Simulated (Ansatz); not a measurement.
# ErOs2Pb2, from a guessed structure to a relaxed one, part 2 of 2

This structure for ErOs2Pb2 is made up. Its elements were placed in a known structure type with a cell scaled to their sizes. What cell does the guess relax to, and how far off was it?

Ansatz 0.2.0; DFT, PBEsol, plane-wave PAW, default files, scalar-relativistic, ferromagnetic start, cell and ions relaxed at zero pressure (the session's first sound run).

So far: The starting structure; Relaxing cell and atoms. The relaxed cell has a = 4.357, c = 11.742 Å (conventional setting).

In doubt: a part-filled 4f shell, where there is one, can sit in one of many states, so energies may not be the lowest and differences between runs may mislead; derivatives with an open 4f shell can jump between states, which bears on forces and vibrations.

### 3. Electronic structure of the relaxed cell

A second self-consistent run takes a narrower smearing and the mesh shown in its input; the bands follow along the standard path of the relaxed lattice.

This step: DFT, PBEsol, plane-wave PAW, default files, scalar-relativistic, ferromagnetic start, bands and density of states at the relaxed cell (Ansatz 0.2.0).

The input, input.yaml:

```yaml
crystal:
  lattice:
    - [-2.1782543161, 2.1782543161, 5.8707848503]
    - [2.1782543161, -2.1782543161, 5.8707848503]
    - [2.1782543161, 2.1782543161, -5.8707848503]
  atoms:
    - { symbol: Pb, position: [0.621502921, 0.621502921, 0.0] }
    - { symbol: Pb, position: [0.378497079, 0.378497079, 0.0] }
    - { symbol: Os, position: [0.25, 0.75, 0.5] }
    - { symbol: Os, position: [0.75, 0.25, 0.5] }
    - { symbol: Er, position: [0.0, 0.0, 0.0], spin: 2.4 }
magnetization:
  spin_polarized: true
kpoints:
  mp_grid: { grid: [10, 10, 10] }
  band_path:
    path:
      - [[0.0, 0.0, 0.0], [-0.5, 0.5, 0.0], [-0.5, 0.5, -0.06883271], [-0.28441635, 0.28441635, -0.28441635], [0.0, 0.0, 0.0], [0.5, 0.5, -0.5], [0.28441635, 0.71558365, -0.71558365], [0.0, 0.5, -0.5], [-0.25, 0.75, -0.25], [0.06883271, 0.93116729, -0.5], [0.5, 0.5, -0.5]]
      - [[-0.5, 0.5, 0.0], [-0.25, 0.75, -0.25]]
    npoints: 7
scf:
  occupations: { method: fermi_dirac, width: 0.03 }
  n_extra_bands: 11
hamiltonian:
  xc: pbesol
  pseudopotentials: { kind: paw }
output:
  forces: true
  stress: true
  write_bands: true
  dos: { projected: true }
  write_density: true
  write_potential: true
  elf: true
  volumetric_format: npy
```

Run with:

```sh
ansatz run input.yaml --threads 4 --pin off --max-ram 10240MiB --backend cpu --events-out ev --progress --plain --runs-dir out
```

Numbers of over 12 decimals in the logs are rounded to 6 here.

The log of the run:

```text
Warning: where an SCF of this run starts from atoms to list the orders of its open shells, Er (site 4, from 0) starts with 2.52 μB on its 4f shell, in the place of the 2.40 μB that the deck gives it: an open f shell starts with all that it can hold by Hund's first rule. To start from spheres of the given moment, type scf.initial_density.shell_occupations: []
Er: projections on atomic orbitals take those of the free atom [Kr 4d10] 4f12 5s2 5p6 5d0 6s2, of charge +0.00 (hamiltonian.pseudopotentials.projection_atoms); the dataset's partial waves leave at most 1.3e-4 of an orbital's norm unspanned inside its sphere
[...]
Crystal: 5 atoms, lattice volume = 111.423 Å³
Basis set: ecut = 420 eV, 2187 PW (Γ), exchange–correlation on 90×90×90 points (8 copies of the dense FFT grid, shifted against one another)
Bands: 52, of which v1, the nominal top of the filled ones, is band 41 counted from 1 (40 counted from 0)
Symmetry: 16 space group operations
[...]
k-points: 102 of 1000
[...]
Starting moments: Σ|m| = 2.4 μB on 1 of 5 sites
[...]
SCF iter   1: F=—  HF=-57993.118043 eV  |F-HF|=—  |Δ(HF+E_count)|=         —  Δρ=4.21e-2 (↑3.08e-2 ↓4.21e-2)  dr2=1.20e1  dr2_m=8.63e-2  M=2.327 μB ∫|m|=2.348 μB  β_m=0.30  ethr=3.10e-3  ⟨swp⟩=6.1  Hψ=42345  notcnv=0
[...]
SCF iter  24: F=-57982.116569 eV  HF=-57982.116569 eV  |F-HF|=4.19e-8  |Δ(HF+E_count)|=   1.04e-9  Δρ=4.94e-6 (↑6.90e-7 ↓4.94e-6)  dr2=3.60e-8  dr2_m=6.20e-9  M=2.424 μB ∫|m|=2.477 μB  ethr=2.50e-12  ⟨swp⟩=15.7  Hψ=84918  notcnv=0
SCF 1 converged in 24 iterations: F = -57982.116569 eV  dr2 = 3.60e-8
[...]
Symmetry: 4 space group operations
k-points: 282 of 1000
SCF iter   1: F=—  HF=-57993.117967 eV  |F-HF|=—  |Δ(HF+E_count)|=         —  Δρ=4.21e-2 (↑3.08e-2 ↓4.21e-2)  dr2=1.20e1  dr2_m=8.63e-2  M=2.327 μB ∫|m|=2.348 μB  β_m=0.30  ethr=3.10e-3  ⟨swp⟩=6.1  Hψ=116774  notcnv=0
[...]
SCF iter   8: F=—  HF=-57981.835211 eV  |F-HF|=—  |Δ(HF+E_count)|=         —  Δρ=1.06e-2 (↑3.85e-4 ↓1.06e-2)  dr2=2.92e-2  dr2_m=2.92e-2  M=2.465 μB ∫|m|=2.518 μB  β_m=0.93  ethr=5.78e-6  ⟨swp⟩=2.0  Hψ=37472  notcnv=0  defer=1449
[...]
iteration 8: the lowest order of the open f orbitals that was found in this iteration's bands is taken; the next order that was found lies 51 meV over it there
SCF iter   9: F=—  HF=-57982.172240 eV  |F-HF|=—  |Δ(HF+E_count)|=         —  Δρ=2.53e-2 (↑2.28e-3 ↓2.53e-2)  dr2=8.83e-1  dr2_m=1.71e-1  M=2.727 μB ∫|m|=2.766 μB  β_m=0.93  ethr=5.78e-6  ⟨swp⟩=3.0  Hψ=64808  notcnv=0  defer=1451
[...]
SCF iter  24: F=-57982.162612 eV  HF=-57982.162612 eV  |F-HF|=4.35e-8  |Δ(HF+E_count)|=   1.47e-9  Δρ=5.40e-6 (↑3.96e-7 ↓5.40e-6)  dr2=4.09e-8  dr2_m=7.19e-9  M=2.439 μB ∫|m|=2.474 μB  ethr=2.26e-12  ⟨swp⟩=16.0  Hψ=235904  notcnv=0
SCF 2 converged in 24 iterations: F = -57982.162612 eV  dr2 = 4.09e-8
Symmetry: 2 space group operations
k-points: 504 of 1000
[...]
SCF iter   1: F=—  HF=-57982.162612 eV  |F-HF|=—  |Δ(HF+E_count)|=         —  Δρ=5.40e-6 (↑3.96e-7 ↓5.40e-6)  dr2=4.09e-8  dr2_m=7.19e-9  M=2.439 μB ∫|m|=2.474 μB  ethr=4.99e-11  ⟨swp⟩=1.0  Hψ=227944  notcnv=0
[...]
WARN: iteration 1: there is no memory in which an SCF minimises its free energy, or in which one mixes in the place of another whose close was not accepted (`scf.algorithm`, `scf.convergence.dm_fallback`, `scf.lower_state_search`): it takes a memory limit of about 15.80 GiB, over the 9.60 GiB that it is held to. This SCF is mixed; the run can end on another state than with more memory, one of a higher free energy, or [...]
SCF iter   2: F=—  HF=-57982.162616 eV  |F-HF|=—  |Δ(HF+E_count)|=   3.90e-6  Δρ=4.62e-4 (↑5.41e-5 ↓4.62e-4)  dr2=3.21e-4  dr2_m=5.25e-5  M=2.434 μB ∫|m|=2.469 μB  β_m=0.30  ethr=4.99e-11  ⟨swp⟩=5.1  Hψ=132648  notcnv=0
[...]
SCF iter   6: F=-57982.162612 eV  HF=-57982.162612 eV  |F-HF|=5.72e-8  |Δ(HF+E_count)|=   1.85e-8  Δρ=8.82e-6 (↑2.23e-6 ↓8.82e-6)  dr2=5.91e-8  dr2_m=2.46e-8  M=2.439 μB ∫|m|=2.474 μB  ethr=4.99e-11  ⟨swp⟩=2.0  Hψ=129255  notcnv=0
SCF 3 converged in 6 iterations: F = -57982.162612 eV  dr2 = 5.91e-8
NSCF: frozen V_eff on 79 k-points
SCF converged after 24 iterations
Magnetization: 2.4392 μB (42.2196 up, 39.7804 down)
Absolute magnetization: 2.4696 μB (∫|ρ↑−ρ↓|, with the PAW one-centre terms)
[...]
Per-site moments (μB) at R_I (Å): [(-0.0014061, 1.093019), (-0.0014061, 1.093019), (0.013307, 1.093019), (0.013307, 1.093019), (2.422664, 1.400367)]
Free energy (F): -57982.162612 eV
[...]
Internal energy: -57982.121170 eV  (E = F + TS)
E sigma→0 (E₀):  -57982.141891 eV
Entropy (-TS):   -0.041442 eV (-8.288 meV/atom)
Fermi energy:    15.613867 eV
[...]
--- Forces (eV/Å), atoms counted from 1 ---
  atom   1  Pb     0.00000000     0.00000000    -0.03566611
  atom   2  Pb     0.00000000     0.00000000     0.03566611
  atom   3  Os     0.00000000     0.00000000     0.00964535
  atom   4  Os     0.00000000     0.00000000    -0.00964535
  atom   5  Er     0.00000000     0.00000000     0.00000000
  max |Σ_I F_I| component: 0.00e0 eV/Å
--- Stress (GPa, compression-positive) ---
       -0.209146       0.000000       0.000000
        0.000002      -0.054289       0.000000
        0.000000       0.000000       0.025047
  P = ⅓ Tr σ = -0.0795 GPa (-0.795 kbar)
--- Band table (eV; the first three rows and the last of 564) ---
  k-point 0 ↑: bands = [... 37 lower, 14.5509, 14.7737, 14.8618, 15.6245, 15.6257, 15.8078, 16.2567, 17.4255, ... 7 higher]
  k-point 1 ↑: bands = [... 37 lower, 14.5933, 14.8226, 15.0286, 15.4312, 15.5607, 15.8370, 16.0041, 17.3159, ... 7 higher]
  k-point 2 ↑: bands = [... 37 lower, 14.5564, 14.7414, 14.7425, 15.2444, 15.4142, 15.4882, 15.9338, 16.6835, ... 7 higher]
  k-point 281 ↓: bands = [... 37 lower, 15.6506, 15.6903, 15.9665, 16.0217, 16.0777, 16.1478, 17.4343, 17.4672, ... 7 higher]
```

The job ended after 4.4 min (4 threads of Intel Xeon Platinum 8375C at 2.90GHz (Ice Lake), shared host; peak memory 3.3 GiB).

The column dr2 measures how far the density is from self-consistency, as an energy; F and HF (Harris–Foulkes) agree once it is small.

Numbers from this step:

```
free energy             : -57982.1626 eV
energy at zero smearing : -57982.1419 eV
smearing term TS        : 0.04144 eV
Fermi energy            : 15.61 eV
magnetization           : 2.439 μB
absolute magnetization  : 2.470 μB
site moments            : -0.001406, -0.001406, 0.01331, 0.01331, 2.423 μB
symmetry operations     : 4
pressure                : -0.07946 GPa
```

bands.tsv at the labelled points (eV, zero at the Fermi level; the bands that come nearest the Fermi level along the path):

```tsv
point	band_41_up	band_42_up	band_43_up	band_36_dn	band_37_dn	band_38_dn	band_39_dn	band_40_dn
Γ	0.01	0.19	0.64	-0.60	0.01	0.05	0.05	0.08
X	-0.52	-0.02	0.01	-0.66	-0.58	-0.51	-0.06	0.00
Y	-0.22	-0.04	0.26	-0.66	-0.66	-0.26	-0.04	0.03
S	-0.88	0.68	0.78	-0.68	-0.66	-0.63	0.00	0.01
Γ	0.01	0.19	0.64	-0.60	0.01	0.05	0.05	0.08
Z	0.34	0.52	1.81	-0.01	0.04	0.08	0.35	0.41
S1	-0.88	0.68	0.78	-0.68	-0.66	-0.63	0.00	0.01
N	-0.90	-0.38	1.12	-0.66	-0.66	-0.64	-0.35	0.04
P	-0.57	-0.02	0.01	-0.66	-0.56	-0.55	-0.06	0.00
Y1	-0.22	-0.04	0.26	-0.66	-0.66	-0.26	-0.04	0.03
Z	0.34	0.52	1.81	-0.01	0.04	0.08	0.35	0.41
X	-0.52	-0.02	0.01	-0.66	-0.58	-0.51	-0.06	0.00
P	-0.57	-0.02	0.01	-0.66	-0.56	-0.55	-0.06	0.00
```

Spin density in the ac plane of the conventional cell at fractional y = 0.000, with atoms of Pb and Os and Er within 0.2 Å of it.

Ten even steps from '0' (0.0 e/Å³) to '9' (5.0 e/Å³), each cell a mean:
```
63000000000014
00000000000000
00000000000000
00000000000000
00000000000000
00000000000000
00000000000000
00000000000000
00000000000000
00000000000000
00000000000000
00000000000000
00000000000000
00000000000000
00000000000000
00000000000000
00000000000000
00000000000000
00000000000000
00000000000000
00000000000000
00000000000000
10000000000000
94000000000017
```
Columns run along a (4.4 Å), rows up along c (11.7 Å), edges of the conventional cell, whose origin can differ from the input's. Atoms in or near the plane, at fractional coordinates: Pb at (0.00, 0.62), Pb at (0.00, 0.38), Os at (0.50, 0.25), Os at (0.50, 0.75), Er at (0.00, 0.00).

ELF in the ac plane of the conventional cell at fractional y = 0.000, with atoms of Pb and Os and Er within 0.2 Å of it. It is the smooth field of the valence electrons, not physical close to the nuclei.

Values, 24 rows by 14 columns, each cell a mean:
```
0.78 0.79 0.64 0.31 0.08 0.07 0.12 0.13 0.09 0.06 0.15 0.47 0.74 0.80
0.61 0.53 0.31 0.12 0.10 0.18 0.24 0.25 0.22 0.14 0.08 0.18 0.42 0.59
0.14 0.12 0.11 0.16 0.25 0.31 0.32 0.33 0.32 0.29 0.21 0.13 0.11 0.13
0.10 0.13 0.21 0.27 0.29 0.30 0.34 0.34 0.32 0.29 0.29 0.25 0.17 0.11
0.14 0.18 0.24 0.26 0.32 0.47 0.57 0.60 0.54 0.39 0.28 0.26 0.22 0.15
0.17 0.20 0.25 0.28 0.45 0.66 0.57 0.47 0.65 0.58 0.34 0.27 0.23 0.18
0.26 0.27 0.29 0.31 0.41 0.61 0.61 0.55 0.64 0.53 0.34 0.30 0.28 0.27
0.24 0.28 0.32 0.33 0.34 0.38 0.48 0.51 0.44 0.36 0.34 0.33 0.31 0.25
0.02 0.10 0.28 0.34 0.36 0.34 0.32 0.32 0.33 0.35 0.35 0.33 0.19 0.05
0.04 0.12 0.30 0.36 0.36 0.35 0.32 0.31 0.33 0.37 0.36 0.35 0.22 0.07
0.28 0.32 0.36 0.37 0.34 0.28 0.22 0.21 0.24 0.31 0.36 0.37 0.35 0.30
0.33 0.34 0.35 0.33 0.27 0.18 0.13 0.11 0.15 0.22 0.30 0.35 0.34 0.33
0.33 0.34 0.35 0.35 0.29 0.21 0.15 0.14 0.17 0.25 0.33 0.35 0.34 0.33
0.20 0.27 0.36 0.37 0.36 0.31 0.26 0.25 0.28 0.34 0.37 0.37 0.32 0.23
0.01 0.08 0.28 0.35 0.36 0.36 0.33 0.32 0.34 0.37 0.35 0.34 0.18 0.03
0.07 0.16 0.30 0.34 0.35 0.33 0.34 0.34 0.33 0.34 0.35 0.33 0.24 0.10
0.29 0.30 0.32 0.33 0.35 0.47 0.57 0.59 0.53 0.40 0.33 0.32 0.31 0.30
0.23 0.25 0.28 0.30 0.45 0.65 0.57 0.47 0.65 0.58 0.35 0.29 0.26 0.23
0.15 0.19 0.24 0.27 0.40 0.62 0.62 0.55 0.64 0.54 0.32 0.26 0.22 0.17
0.13 0.17 0.24 0.27 0.28 0.37 0.48 0.51 0.44 0.33 0.27 0.26 0.21 0.15
0.08 0.10 0.17 0.25 0.30 0.31 0.32 0.32 0.31 0.30 0.28 0.21 0.13 0.09
0.27 0.21 0.12 0.12 0.20 0.28 0.31 0.32 0.30 0.25 0.15 0.11 0.17 0.25
0.74 0.67 0.43 0.16 0.07 0.12 0.19 0.20 0.16 0.10 0.09 0.27 0.57 0.71
0.74 0.80 0.70 0.37 0.09 0.06 0.10 0.11 0.08 0.05 0.19 0.54 0.78 0.78
```
Columns run along a (4.4 Å), rows up along c (11.7 Å), edges of the conventional cell, whose origin can differ from the input's. Atoms in or near the plane, at fractional coordinates: Pb at (0.00, 0.62), Pb at (0.00, 0.38), Os at (0.50, 0.25), Os at (0.50, 0.75), Er at (0.00, 0.00).

Electrostatic potential energy in the ac plane of the conventional cell at fractional y = 0.000, with atoms of Pb and Os and Er within 0.2 Å of it. With pseudopotentials it is smooth inside the atoms' cores, unlike the true potential.

Ten even steps from '0' (-41 eV) to '9' (19 eV), each cell a mean:
```
00378999998510
45789999999864
88999999999998
99999988899999
99997532368999
99985100037999
88886200147888
33588654578743
53368999998424
43369999998524
34689999999853
88999999999988
77899999999987
23589999998632
53269999998424
42378888888523
45787532368864
99985100037999
99986200147999
99998654579999
99999999999999
78899999999987
13589999998742
00268999998410
```
Columns run along a (4.4 Å; values clipped at the 3rd and 97th percentile), rows up along c (11.7 Å), edges of the conventional cell, whose origin can differ from the input's. Atoms in or near the plane, at fractional coordinates: Pb at (0.00, 0.62), Pb at (0.00, 0.38), Os at (0.50, 0.25), Os at (0.50, 0.75), Er at (0.00, 0.00).

### 4. Outcome

| Quantity | Value |
| --- | --- |
| space group, relaxed | I4/mmm |
| conventional cell | a = 4.357, b = 4.357, c = 11.742 Å; α = 90.0°, β = 90.0°, γ = 90.0° |
| volume per atom | 22.28 Å³ (guess 23.35) |
| total moment | 2.44 μB in the cell of 5 atoms |

What this shows: ErOs2Pb2 relaxes to I4/mmm with a = 4.357, b = 4.357 and c = 11.742 Å. The guessed volume was 5 % too large. The space group I4/mmm was held in the relaxation, so the end point is a stationary structure within it and may be a saddle against distortions or other arrangements. The input starts from parallel moments, and no other start was typed. The f shell may be open and has no Hubbard U, so its place in energy and the volume are uncertain. The electronic state may lie above the lowest one. Bands cross the Fermi level, so it is a metal or semimetal at this level. On the 10×10×10 mesh with the narrower smearing (relaxed on 8×8×8) the largest force component is 0.036 eV/Å and the largest stress component is 0.209 GPa, against the relaxation's thresholds of 0.015 eV/Å and 0.05 GPa. The cutoff wasn't tested. Spin-orbit coupling is left out, which can matter for elements this heavy. No dispersion term is used, so weakly bound directions may come out too long. Nothing here tests whether the compound is stable against decomposition.

[Logs are printed without paths, hosts, clocks, repeated set-up lines and the standing remarks that a program may print on its own settings, such as how far it seeks lower states.]

[Hosts, paths, dates, database ids (printed as entryN), source tags and the programs' standing remarks are cut or masked in the printed files.]
